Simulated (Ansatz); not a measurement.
# What went wrong? amorphous Si0.5Ge0.5 (400 atoms)

Program: Ansatz 0.2.0. The cell: 200 Si and 200 Ge.

File input.yaml:

```yaml
crystal:
  lattice:
    - [20.5433, 0.0, 0.0]
    - [0.0, 20.5433, 0.0]
    - [0.0, 0.0, 20.5433]
  atoms:
    - { symbol: Si, position: [0.14017, 0.71563, 0.25208] }
    - { symbol: Si, position: [0.17044, 0.07098, 0.80203] }
    - { symbol: Si, position: [0.95246, 0.45547, 0.81242] }
    - { symbol: Si, position: [0.28118, 0.62024, 0.71621] }
    - { symbol: Si, position: [0.96419, 0.64502, 0.78442] }
    - { symbol: Si, position: [0.83679, 0.524, 0.46961] }
    - { symbol: Si, position: [0.3615, 0.3943, 0.76387] }
    - { symbol: Si, position: [0.86112, 0.52778, 0.67162] }
    - { symbol: Si, position: [0.56448, 0.99538, 0.34122] }
    - { symbol: Si, position: [0.79643, 0.88324, 0.72184] }
    - { symbol: Si, position: [0.22305, 0.08316, 0.20102] }
    - { symbol: Si, position: [0.7478, 0.38472, 0.67713] }
    - { symbol: Si, position: [0.17653, 0.42517, 0.91599] }
    - { symbol: Si, position: [0.86665, 0.006, 0.88194] }
    - { symbol: Si, position: [0.92813, 0.32361, 0.28576] }
    - { symbol: Si, position: [0.56219, 0.24014, 0.39929] }
    - { symbol: Si, position: [0.66694, 0.9891, 0.51819] }
    - { symbol: Si, position: [0.67322, 0.25379, 0.23735] }
    [... 376 atom lines left out ...]
    - { symbol: Ge, position: [0.06219, 0.87109, 0.18108] }
    - { symbol: Ge, position: [0.29035, 0.57449, 0.52078] }
    - { symbol: Ge, position: [0.24561, 0.23913, 0.7542] }
    - { symbol: Ge, position: [0.62918, 0.96809, 0.00935] }
    - { symbol: Ge, position: [0.39592, 0.24827, 0.60146] }
    - { symbol: Ge, position: [0.26558, 0.04743, 0.98445] }
kpoints:
  mp_grid: { grid: [2, 1, 1] }
hamiltonian:
  xc: hse06
scf:
  occupations: { method: gaussian, width: 0.025 }
  eigensolver: { kind: { support_functions: { accuracy: low } } }
  mixing: { beta: 0.4 }
  max_iter: 60
output:
  forces: true
```

Command:

```bash
$ ansatz run input.yaml --threads 32 --pin off --max-ram 143360MiB --backend cuda --events-out ev --progress --plain --runs-dir out
```

The log of the run:

```text
Error: scf.eigensolver.kind.support_functions with hamiltonian.xc: <hybrid> without kpoints.mp_grid.grid: [1, 1, 1] (or any other sampling of one point, a kspacing among them) — on support functions exact exchange is summed at the zone centre alone; use one point without a shift, or scf.eigensolver.kind: auto
```

It took 0.06 s on 32 threads of Arm Neoverse V2, shared host; peak memory 0.035 GiB.

What is at fault here, and what would mend it?

A hybrid on a k-mesh with support functions: basis.ecutwfc removed, hamiltonian.xc = "hse06", kpoints.mp_grid.grid = [2, 1, 1], support_functions.accuracy = "low" and scf.mixing.beta = 0.4.

The fix is to run the hybrid at Γ alone.

The program refused it before any cycle.

[Long decimals in the printed logs are rounded to 6 places.]

[Logs are printed without paths, hosts, clocks, repeated set-up lines and the standing remarks that a program may print on its own settings, such as how far it seeks lower states.]

[Hosts, paths, dates, database ids (printed as entryN), source tags and the programs' standing remarks are cut or masked in the printed files.]
